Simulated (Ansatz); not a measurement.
## Phonons of MgSc (Pm-3m) against volume

Aim: how the phonons of MgSc (Pm-3m) shift with volume, and the thermal expansion that follows.

Program: Ansatz 0.2.0. Level of theory: DFT PBEsol, scalar-relativistic, plane waves, PAW. Results are calculated unless marked as measured.

### Step 1. The structure

Symmetry: Pm-3m, No. 221, cubic system. Conventional cell: a = 3.563 Å, b = 3.563 Å, c = 3.563 Å, α = 90.00°, β = 90.00°, γ = 90.00°. Nearest to Mg lie 8 Sc at 3.09 Å. Sc has 8 Mg at 3.09 Å nearest. Farther neighbours are not listed.

### Step 2. Response at finite wavevector

The cell comes from relaxations at this level that are not shown. Stability and thermal properties need the whole zone. Linear response on a 4×4×4 q mesh gives force constants as far as a supercell of that size would.

File input.yaml:

```yaml
crystal:
  lattice:
    - [3.5628400337, 0.0, 0.0]
    - [0.0, 3.5628400337, 0.0]
    - [0.0, 0.0, 3.5628400337]
  atoms:
    - { symbol: Mg, position: [0.0, 0.0, 0.0] }
    - { symbol: Sc, position: [0.5, 0.5, 0.5] }
kpoints:
  mp_grid: { grid: [12, 12, 12] }
hamiltonian:
  xc: pbesol
scf:
  occupations: { method: methfessel_paxton, width: 0.15 }
output:
  eigenvalues: true
phonons:
  method: dfpt
  qmesh: [4, 4, 4]
  temperatures: { t_max: 1000, t_step: 50 }
  qpath:
    path:
      - [[0.0, 0.0, 0.0], [0.0, 0.5, 0.0], [0.5, 0.5, 0.0], [0.0, 0.0, 0.0], [0.5, 0.5, 0.5], [0.0, 0.5, 0.0]]
      - [[0.5, 0.5, 0.5], [0.5, 0.5, 0.0]]
    npoints: 10
```

Command:

```console
ansatz run input.yaml --threads 4 --pin off --max-ram 7168MiB --backend cpu --events-out ev --progress --plain --runs-dir out
```

Numbers of over 12 decimals in the logs are rounded to 6 here.

Log:

```text
Engine: ansatz 0.2.0, aarch64-unknown-linux-gnu
Pseudopotentials: kind: paw
Pseudopotential: Mg, paw, valence charge 10, recommended cutoff 420 eV (normal), Mg.paw.azcp
Pseudopotential: Sc, paw, valence charge 11, recommended cutoff 420 eV (normal), Sc.paw.azcp
Functional definition: PBEsol
  exchange = pbesol_x
  correlation = pbesol_c
Crystal: 2 atoms, lattice volume = 45.226 Å³
Basis set: ecut = 420 eV, 895 PW (Γ), exchange–correlation on 48×48×48 points (8 copies of the dense FFT grid, shifted against one another)
Bands: 15, of which v1, the nominal top of the filled ones, is band 11 counted from 1 (10 counted from 0)
Symmetry: 48 space group operations
k-points: 84 of 1728
Non-local potential: Mg, projectors of the file, l = 0: 3, l = 1: 2, l = 2: 1
Non-local potential: Sc, projectors of the file, l = 0: 3, l = 1: 2, l = 2: 3, l = 3: 1
PAW form: soft (Blöchl's): semilocal exchange-correlation on the pseudo side does not see the compensation charge
PAW frozen core: Mg, regenerated for the run's functional, and the local potential with it (the file was generated under x = pbe(κ = 0.804, μ = 0.219515), c = pbe(β = 0.066725))
PAW frozen core: Sc, regenerated for the run's functional, and the local potential with it (the file was generated under x = pbe(κ = 0.804, μ = 0.219515), c = pbe(β = 0.066725))
PAW one-centre angular grid: Mg, 110 points (default); XC on 64 Gauss nodes
PAW one-centre angular grid: Sc, 590 points (default); XC on 64 Gauss nodes
Initial density: superposition of atomic densities (neutral atoms: chi_scale 0, normalization atom), corrected by the library's trained network
Initial wavefunctions: pseudopotential atomic-orbital guess
Functional: x = pbesol(κ = 0.804, μ = 0.123457), c = pbesol(β = 0.046)
SCF iter   1: F=—  HF=-4023.486668 eV  |F-HF|=—  |Δ(HF+E_count)|=         —  Δρ=4.28e-3  dr2=9.03e-3  ethr=1.77e-3  ⟨swp⟩=4.9  Hψ=5499  notcnv=0
preconditioner: auto → none  [metal: Δε(μ)=0.039 eV  Ē_g=3.784 eV  σ=0.150 eV  W_gap=0.21  n_scr=6 (ndim 8)  ℏωp=12.3 eV  f_vac=0.000  D(μ)=2.68/eV (n_scr^D=26)  sad-step TF]
SCF iter   2: F=—  HF=-4023.483710 eV  |F-HF|=—  |Δ(HF+E_count)|=   2.96e-3  S|Δr|=    0.00e0  Δρ=2.59e-3  dr2=3.65e-3  ethr=4.30e-5  ⟨swp⟩=2.0  Hψ=2222  notcnv=0
SCF iter   3: F=—  HF=-4023.482686 eV  |F-HF|=—  |Δ(HF+E_count)|=   1.02e-3  S|Δr|=    0.00e0  Δρ=3.86e-4  dr2=3.74e-5  ethr=1.74e-5  ⟨swp⟩=2.9  Hψ=2215  notcnv=0
SCF iter   4: F=—  HF=-4023.482664 eV  |F-HF|=—  |Δ(HF+E_count)|=   2.23e-5  S|Δr|=    0.00e0  Δρ=1.38e-4  dr2=2.98e-6  ethr=1.78e-7  ⟨swp⟩=2.0  Hψ=2146  notcnv=0
SCF iter   5: F=—  HF=-4023.482659 eV  |F-HF|=—  |Δ(HF+E_count)|=   4.66e-6  S|Δr|=    0.00e0  Δρ=2.31e-5  dr2=3.23e-7  ethr=1.42e-8  ⟨swp⟩=2.0  Hψ=2109  notcnv=0
SCF iter   6: F=—  HF=-4023.482661 eV  |F-HF|=—  |Δ(HF+E_count)|=   1.99e-6  S|Δr|=    0.00e0  Δρ=6.73e-6  dr2=9.80e-9  ethr=1.54e-9  ⟨swp⟩=2.0  Hψ=1573  notcnv=0
SCF iter   7: F=—  HF=-4023.482661 eV  |F-HF|=—  |Δ(HF+E_count)|=   8.92e-9  S|Δr|=    0.00e0  Δρ=6.43e-7  dr2=1.67e-10  ethr=4.66e-11  ⟨swp⟩=2.0  Hψ=2134  notcnv=0
SCF iter   8: F=-4023.482661 eV  HF=-4023.482661 eV  |F-HF|=4.55e-13  |Δ(HF+E_count)|=  7.50e-11  S|Δr|=    0.00e0  Δρ=5.19e-8  dr2=5.61e-13  ethr=1.00e-12  ⟨swp⟩=6.0  Hψ=5117  notcnv=0
SCF 1 converged in 8 iterations: F = -4023.482661 eV  dr2 = 5.61e-13
  greatest PAW one-centre occupation: 1.000 electrons in one spin orbital (limit 2), on the Mg atom at site 0 (counted from 0), in its partial waves of l = 0
phonons: the bands overlap, so this run is a metal and interpolates without the dipole-dipole term. If the crystal is really an insulator or semiconductor, its LO-TO splitting is missing
NSCF: frozen V_eff on 84 k-points
NSCF: frozen V_eff on 196 k-points
DFPT response loops at q = (0, 0, 0) (fractional): preconditioner auto → Kerker (q_TF=auto, 2.401 Å⁻¹) (partly filled bands, converged f_vac=0.000); β = 1.00, the filter's whole step (`scf.mixing.beta` (0.50) is not read by the response loops under this deck's `scf.mixing.preconditioner`; to damp them name `kerker` or `kerker_dos`, under which they read `scf.mixing.beta`, and type it under 1.00, their step now; both keys bind the ground state too); Broyden in place of MSR1
NSCF: frozen V_eff on 1176 k-points
DFPT response loops at q = (0, 0, 0.25) (fractional): mixed as the last ones told, above
NSCF: frozen V_eff on 686 k-points
DFPT response loops at q = (0, 0, -0.5) (fractional): mixed as the last ones told, above
NSCF: frozen V_eff on 2016 k-points
DFPT response loops at q = (0, 0.25, 0.25) (fractional): mixed as the last ones told, above
NSCF: frozen V_eff on 1176 k-points
DFPT response loops at q = (0, 0.25, -0.5) (fractional): mixed as the last ones told, above
NSCF: frozen V_eff on 686 k-points
DFPT response loops at q = (0, -0.5, -0.5) (fractional): mixed as the last ones told, above
NSCF: frozen V_eff on 1872 k-points
DFPT response loops at q = (0.25, 0.25, 0.25) (fractional): mixed as the last ones told, above
NSCF: frozen V_eff on 2016 k-points
DFPT response loops at q = (0.25, 0.25, -0.5) (fractional): mixed as the last ones told, above
NSCF: frozen V_eff on 1176 k-points
DFPT response loops at q = (0.25, -0.5, -0.5) (fractional): mixed as the last ones told, above
NSCF: frozen V_eff on 392 k-points
DFPT response loops at q = (-0.5, -0.5, -0.5) (fractional): mixed as the last ones told, above
SCF converged after 8 iterations
Stability not checked: this state was not tested for a lower state beside it, because cold or Methfessel-Paxton smearing, or corrected tetrahedra, fill the levels in a way that the test cannot read (fill_not_monotonic; see scf.lower_state_search)
Free energy (F): -4023.482661 eV
Harris-Foulkes:  -4023.482661 eV  (|F-HF|=4.55e-13)
Internal energy: -4023.480587 eV  (E = F + TS)
E sigma→0 (E₀):  -4023.482143 eV
Entropy (-TS):   -0.002074 eV (-1.037 meV/atom)
Fermi energy:    7.756360 eV
--- Per-component energies (eV) ---
  E_band       = -512.802563
  E_kinetic    = 335.217935
  E_local      = -2421.196884  (includes V_loc(G=0)·N_el)
  E_nonlocal   = 180.495304
  E_hartree    = 849.591959
  E_xc         = -131.407904
  E_vxc        = -164.921705  (∫ρ·V_xc dr)
  E_paw        = -1212.711407  (= ΣΔE_a)
  E_vpaw       = -141.581110  (= ΣTr[D̂ρ^β])
  E_aug_tail   = 0.000011  (compensation charges beyond the density's cutoff)
  E_ewald      = -1623.657489
  E_core_change = 0.187887  (= ΣΔE_core)
  E_smearing   = -0.002074  (= −TS)
  E_closure    = -0.000000  (closes the sum)
  Σ components = -4023.482661   (vs F -4023.482661, Δ=0.00e0)
--- Band table (eV; the first three rows and the last of 84) ---
  k-point 0: bands = [... 7 lower, -20.4285, 1.7363, 7.6301, 7.6301, 10.2297, 10.2297, 10.2297, 13.0738]
  k-point 1: bands = [... 7 lower, -20.4280, 1.8268, 7.6031, 7.6660, 10.1143, 10.1143, 10.2387, 12.6206]
  k-point 2: bands = [... 7 lower, -20.4266, 2.0951, 7.4652, 7.7677, 9.8463, 9.8463, 10.2635, 11.8272]
  k-point 83: bands = [... 7 lower, -20.5007, 6.7814, 6.7814, 6.7814, 10.7963, 10.7963, 10.7963, 10.9907]
--- Phonons (Γ-DFPT): 2 representative perturbations + reference (Σ response iterations 6) ---
  ASR residual: 6.826e-5 → 0.000e0 eV/Å²; symmetrization residual: 2.737e-6 eV/Å²
  ASR residual per site (eV/Å²): 6.83e-5 5.18e-6
  Γ frequencies (cm⁻¹): 0.00 0.00 0.00 265.48 265.48 265.48
--- Phonons (arbitrary-q DFPT): 10 irreducible q on the 4×4×4 mesh ---
  q = [0.0000, 0.0000, 0.0000] (star 1, of the zone-centre solve; hermiticity 1.34e-6, symmetrization 1.23e-12): -0.00 -0.00 0.00 265.48 265.48 265.48
  q = [0.0000, 0.0000, 0.2500] (star 6, 4 solved perturbations in 1848 linear systems a pass and spin channel, the states on 588 of 1728 k-point pairs; hermiticity 1.05e-6, symmetrization 6.13e-13): 100.71 100.71 100.87 241.98 249.88 249.88
  q = [0.0000, 0.0000, -0.5000] (star 3, 4 solved perturbations in 1078 linear systems a pass and spin channel, the states on 343 of 1728 k-point pairs; hermiticity 1.56e-8, symmetrization 2.76e-9): 132.68 163.68 163.68 207.72 222.79 222.79
  q = [0.0000, 0.2500, 0.2500] (star 12, 4 solved perturbations in 3108 linear systems a pass and spin channel, the states on 1008 of 1728 k-point pairs; hermiticity 1.23e-6, symmetrization 1.27e-13): 51.38 124.58 153.02 216.24 239.98 261.58
  q = [0.0000, 0.2500, -0.5000] (star 12, 6 solved perturbations on 588 of 1728 k-point pairs; hermiticity 7.17e-7, symmetrization 3.02e-8): 92.60 104.40 149.61 229.07 236.70 239.42
  q = [0.0000, -0.5000, -0.5000] (star 3, 4 solved perturbations in 1078 linear systems a pass and spin channel, the states on 343 of 1728 k-point pairs; hermiticity 9.25e-8, symmetrization 1.45e-11): 67.81 67.81 133.95 234.29 251.09 251.09
  q = [0.2500, 0.2500, 0.2500] (star 8, 2 solved perturbations on 936 of 1728 k-point pairs; hermiticity 6.69e-7, symmetrization 6.85e-13): 117.56 117.56 124.75 228.49 249.39 249.39
  q = [0.2500, 0.2500, -0.5000] (star 12, 4 solved perturbations in 3108 linear systems a pass and spin channel, the states on 1008 of 1728 k-point pairs; hermiticity 7.31e-7, symmetrization 7.32e-8): 98.20 115.43 171.16 224.10 236.69 244.77
  q = [0.2500, -0.5000, -0.5000] (star 6, 4 solved perturbations in 1848 linear systems a pass and spin channel, the states on 588 of 1728 k-point pairs; hermiticity 2.39e-7, symmetrization 1.55e-9): 126.48 126.48 169.73 228.23 240.12 240.12
  q = [-0.5000, -0.5000, -0.5000] (star 1, 2 solved perturbations on 196 of 1728 k-point pairs; hermiticity 9.70e-10, symmetrization 4.85e-10): 175.42 175.42 175.42 215.67 215.67 215.67
  sum rule: each row above includes the acoustic sum rule's correction from the zone centre's row sums; it moved no ω² by more than (0.87 cm⁻¹)²
  mesh force constants: q→R imaginary residual 3.04e-18; ASR residual 6.826e-5 → 0.000e0 eV/Å²; symmetrization residual 6.217e-15 eV/Å²
  interpolated dispersion: 62 rows × 6 modes
  density of states and harmonic sums: on the 20×20×20 q-mesh, interpolated from the force constants of a 4×4×4 supercell (no non-analytic term)
  largest difference from the sums on the solved wave vectors: F 1.18e-2 eV, S 1.58e-5 and C_V 4.01e-6 eV/K
  zero-point energy: 0.066291 eV/cell   skipped modes (ω ≤ 0): 3   left out of the sums: 6.25e-5 of the cell's modes: C_V's classical limit lies that fraction below 3 k_B per atom; for a crystal, a wire or a layer, F and S can be off by more, and a phonons.interpolated_qmesh denser along its periods is the remedy for the sampling
```

Elapsed: 6.7 min, on 4 threads of Arm Neoverse N1, shared host; peak memory 1.7 GiB.

Numbers from this step:

| Quantity | Value |
| --- | --- |
| volume per atom | 22.61 Å³ |
| gap on the k-mesh | 0 eV |
| sum-rule residual before enforcement | 6.83e-5 eV/Å² |
| lowest frequency on the path | 0 cm⁻¹ |
| point group | m-3m |
| highest frequency on the path or at a solved wavevector | 265.9 cm⁻¹ |
| mean frequency | 178.2 cm⁻¹ |
| Debye temperature (second moment) | 352 K |
| logarithmic mean frequency | 164 cm⁻¹ |
| highest optical mode at the zone centre (no LO-TO term) | 265.5 cm⁻¹ |
| lowest optical zone-centre mode | 265.5 cm⁻¹ |
| lowest mode on the q mesh (acoustic modes at Γ apart) | 51.38 cm⁻¹ |
| zero-point energy per atom | 33.15 meV |
| heat capacity at 300 K | 23.32 J/(mol atoms K) |
| vibrational entropy at 300 K | 31.78 J/(mol atoms K) |
| edges of the widest gap between branches, on path and mesh | 178.5, 207.7 cm⁻¹ |

Frequencies (cm⁻¹) solved at each irreducible wavevector; negative means imaginary. Frequencies by wavevector, by row:

```csv
q in reciprocal lattice units,star,mode 1,mode 2,mode 3,mode 4,mode 5,mode 6
0 0 0,1,0,0,0,265.5,265.5,265.5
0 0 0.25,6,100.7,100.7,100.9,242,249.9,249.9
0 0 -0.5,3,132.7,163.7,163.7,207.7,222.8,222.8
0 0.25 0.25,12,51.4,124.6,153,216.2,240,261.6
0 0.25 -0.5,12,92.6,104.4,149.6,229.1,236.7,239.4
0 -0.5 -0.5,3,67.8,67.8,133.9,234.3,251.1,251.1
0.25 0.25 0.25,8,117.6,117.6,124.8,228.5,249.4,249.4
0.25 0.25 -0.5,12,98.2,115.4,171.2,224.1,236.7,244.8
0.25 -0.5 -0.5,6,126.5,126.5,169.7,228.2,240.1,240.1
-0.5 -0.5 -0.5,1,175.4,175.4,175.4,215.7,215.7,215.7
```

Symmetry leaves 10 wavevectors to solve. The lowest mode among them, the acoustic zeros apart, lies at q = (0, 0.25, 0.25) and is real, 51.4 cm⁻¹.

### Step 3. Relaxing at another volume, volume ratio 0.97

The volume is scaled by 0.97 and held; symmetry leaves nothing to relax, so this is a single point. The modes can then be followed against volume.

input.yaml, the sections that differ from step 2:

```yaml
crystal:
  lattice:
    - [3.5268492899, 0.0, 0.0]
    - [0.0, 3.5268492899, 0.0]
    - [0.0, 0.0, 3.5268492899]
  atoms:
    - { symbol: Mg, position: [0.0, 0.0, 0.0] }
    - { symbol: Sc, position: [0.5, 0.5, 0.5] }
output:
  forces: true
  stress: true
  eigenvalues: true
# kpoints, hamiltonian, scf: as in step 2
# phonons: removed
```

Log:

```text
[...]
Crystal: 2 atoms, lattice volume = 43.869 Å³
Basis set: ecut = 420 eV, 847 PW (Γ), exchange–correlation on 48×48×48 points (8 copies of the dense FFT grid, shifted against one another)
Bands: 15, of which v1, the nominal top of the filled ones, is band 11 counted from 1 (10 counted from 0)
Symmetry: 48 space group operations
[...]
k-points: 84 of 1728
[...]
--- Band table (eV; the first three rows and the last of 84) ---
  k-point 0: bands = [... 7 lower, -20.0359, 1.9554, 7.9121, 7.9121, 10.6277, 10.6277, 10.6277, 13.5302]
  k-point 1: bands = [... 7 lower, -20.0353, 2.0481, 7.8864, 7.9496, 10.5071, 10.5071, 10.6372, 13.0751]
  k-point 2: bands = [... 7 lower, -20.0337, 2.3229, 7.7522, 8.0555, 10.2274, 10.2274, 10.6633, 12.2757]
  k-point 83: bands = [... 7 lower, -20.1167, 7.0501, 7.0501, 7.0501, 11.1946, 11.1946, 11.1946, 11.4238]
[key lines of the parts left out:]
SCF converged after 6 iterations
Free energy (F): -4023.475775 eV
Fermi energy:    8.057346 eV
P = ⅓ Tr σ = 1.6650 GPa (16.650 kbar)
```

Elapsed: 1.2 s, on 4 threads; peak memory 0.35 GiB.

This step gave:

- pressure: 1.665 GPa
- volume per atom: 21.93 Å³

The run ends at a pressure of 1.66 GPa.

### Step 4. Phonons at the other volume, volume ratio 0.97

The phonons are repeated at this volume on the same k and q meshes.

input.yaml, the sections that differ from step 3:

```yaml
output:
  eigenvalues: true
phonons:
  method: dfpt
  qmesh: [4, 4, 4]
  temperatures: { t_max: 1000, t_step: 50 }
  qpath:
    path:
      - [[0.0, 0.0, 0.0], [0.0, 0.5, 0.0], [0.5, 0.5, 0.0], [0.0, 0.0, 0.0], [0.5, 0.5, 0.5], [0.0, 0.5, 0.0]]
      - [[0.5, 0.5, 0.5], [0.5, 0.5, 0.0]]
    npoints: 10
# crystal, kpoints, hamiltonian, scf: as in step 3
```

Log:

```text
[...]
Crystal: 2 atoms, lattice volume = 43.869 Å³
Basis set: ecut = 420 eV, 847 PW (Γ), exchange–correlation on 48×48×48 points (8 copies of the dense FFT grid, shifted against one another)
Bands: 15, of which v1, the nominal top of the filled ones, is band 11 counted from 1 (10 counted from 0)
Symmetry: 48 space group operations
k-points: 84 of 1728
[...]
SCF iter   1: F=—  HF=-4023.479853 eV  |F-HF|=—  |Δ(HF+E_count)|=         —  Δρ=4.46e-3  dr2=9.18e-3  ethr=1.77e-3  ⟨swp⟩=5.0  Hψ=5510  notcnv=0
[...]
SCF iter   8: F=-4023.475775 eV  HF=-4023.475775 eV  |F-HF|=2.27e-12  |Δ(HF+E_count)|=  8.55e-11  S|Δr|=    0.00e0  Δρ=5.85e-8  dr2=8.82e-13  ethr=1.00e-12  ⟨swp⟩=6.0  Hψ=5031  notcnv=0
SCF 1 converged in 8 iterations: F = -4023.475775 eV  dr2 = 8.82e-13
[...]
NSCF: frozen V_eff on 84 k-points
[...]
SCF converged after 8 iterations
[...]
Free energy (F): -4023.475775 eV
[...]
Internal energy: -4023.473787 eV  (E = F + TS)
E sigma→0 (E₀):  -4023.475278 eV
Entropy (-TS):   -0.001988 eV (-0.994 meV/atom)
Fermi energy:    8.057318 eV
[...]
--- Band table (eV; the first three rows and the last of 84) ---
  k-point 0: bands = [... 7 lower, -20.0359, 1.9554, 7.9121, 7.9121, 10.6277, 10.6277, 10.6277, 13.5302]
  k-point 1: bands = [... 7 lower, -20.0353, 2.0481, 7.8864, 7.9495, 10.5070, 10.5070, 10.6372, 13.0751]
  k-point 2: bands = [... 7 lower, -20.0338, 2.3229, 7.7522, 8.0555, 10.2274, 10.2274, 10.6632, 12.2757]
  k-point 83: bands = [... 7 lower, -20.1168, 7.0501, 7.0501, 7.0501, 11.1946, 11.1946, 11.1946, 11.4237]
[...]
ASR residual: 6.407e-5 → 0.000e0 eV/Å²; symmetrization residual: 2.999e-6 eV/Å²
  ASR residual per site (eV/Å²): 6.41e-5 3.02e-5
  Γ frequencies (cm⁻¹): 0.00 0.00 0.00 276.22 276.22 276.22
--- Phonons (arbitrary-q DFPT): 10 irreducible q on the 4×4×4 mesh ---
[...]
interpolated dispersion: 62 rows × 6 modes
[...]
```

Elapsed: 6.3 min, on 4 threads; peak memory 1.7 GiB.

This step gave:

- sum-rule residual before enforcement: 6.41e-5 eV/Å²
- highest frequency on the path or at a solved wavevector: 276.7 cm⁻¹
- mean frequency: 185.3 cm⁻¹
- Debye temperature (second moment): 366 K
- logarithmic mean frequency: 170.3 cm⁻¹
- highest optical mode at the zone centre (no LO-TO term): 276.2 cm⁻¹
- lowest optical zone-centre mode: 276.2 cm⁻¹
- lowest mode on the q mesh (acoustic modes at Γ apart): 52.96 cm⁻¹
- zero-point energy per atom: 34.46 meV
- heat capacity at 300 K: 23.19 J/(mol atoms K)
- vibrational entropy at 300 K: 30.90 J/(mol atoms K)
- edges of the widest gap between branches, on path and mesh: 188.1, 216.3 cm⁻¹

Frequencies (cm⁻¹) solved at each irreducible wavevector; negative means imaginary. Frequencies by wavevector, by row:

```csv
q in reciprocal lattice units,star,mode 1,mode 2,mode 3,mode 4,mode 5,mode 6
0 0 0,1,0,0,0,276.2,276.2,276.2
0 0 0.25,6,103.5,103.5,105.7,251.7,259.6,259.6
0 0 -0.5,3,139.5,168.9,168.9,216.3,230.7,230.7
0 0.25 0.25,12,53,127.5,159.4,224.7,248.9,272.7
0 0.25 -0.5,12,96.7,107.7,153.7,237,247.4,250
0 -0.5 -0.5,3,70.5,70.5,136.7,242.3,263.3,263.3
0.25 0.25 0.25,8,122.3,122.3,128.1,237.6,259.8,259.8
0.25 0.25 -0.5,12,100.5,120.7,178.7,232.7,247.1,255.4
0.25 -0.5 -0.5,6,132.8,132.8,176.6,236.5,251.5,251.5
-0.5 -0.5 -0.5,1,185.6,185.6,185.6,225.1,225.1,225.1
```

The highest optical mode at the zone centre (no LO-TO term) is 276.2 cm⁻¹, +10.7 cm⁻¹ against the base run.

### Step 5. Relaxing at another volume, volume ratio 1.03

The volume is scaled by 1.03 and held; symmetry leaves nothing to relax, so this is a single point. The modes can then be followed against volume.

input.yaml, the sections that differ from step 4:

```yaml
crystal:
  lattice:
    - [3.5981179719, 0.0, 0.0]
    - [0.0, 3.5981179719, 0.0]
    - [0.0, 0.0, 3.5981179719]
  atoms:
    - { symbol: Mg, position: [0.0, 0.0, 0.0] }
    - { symbol: Sc, position: [0.5, 0.5, 0.5] }
output:
  forces: true
  stress: true
  eigenvalues: true
# kpoints, hamiltonian, scf: as in step 4
# phonons: removed
```

Log:

```text
[...]
Crystal: 2 atoms, lattice volume = 46.583 Å³
Basis set: ecut = 420 eV, 925 PW (Γ), exchange–correlation on 50×50×50 points (8 copies of the dense FFT grid, shifted against one another)
Bands: 15, of which v1, the nominal top of the filled ones, is band 11 counted from 1 (10 counted from 0)
Symmetry: 48 space group operations
[...]
k-points: 84 of 1728
[...]
--- Band table (eV; the first three rows and the last of 84) ---
  k-point 0: bands = [... 7 lower, -20.7998, 1.5317, 7.3627, 7.3627, 9.8536, 9.8536, 9.8536, 12.6433]
  k-point 1: bands = [... 7 lower, -20.7993, 1.6201, 7.3346, 7.3972, 9.7431, 9.7431, 9.8622, 12.1917]
  k-point 2: bands = [... 7 lower, -20.7981, 1.8822, 7.1936, 7.4948, 9.4861, 9.4861, 9.8857, 11.4039]
  k-point 83: bands = [... 7 lower, -20.8644, 6.5275, 6.5275, 6.5275, 10.4219, 10.4219, 10.4219, 10.5821]
[key lines of the parts left out:]
SCF converged after 5 iterations
Free energy (F): -4023.476384 eV
Fermi energy:    7.472279 eV
P = ⅓ Tr σ = -1.4490 GPa (-14.490 kbar)
```

Run time: 1.5 s. Hardware: 4 threads; peak memory 0.36 GiB; 5 s of CPU time.

Numbers from this step:

```yaml
pressure: -1.449 GPa
volume_per_atom: 23.29 Å³
```

The run ends at a pressure of -1.45 GPa.

[end of part 1 of 2]

[Logs are printed without paths, hosts, clocks, repeated set-up lines and the standing remarks that a program may print on its own settings, such as how far it seeks lower states.]

[Hosts, paths, dates, database ids (printed as entryN), source tags and the programs' standing remarks are cut or masked in the printed files.]
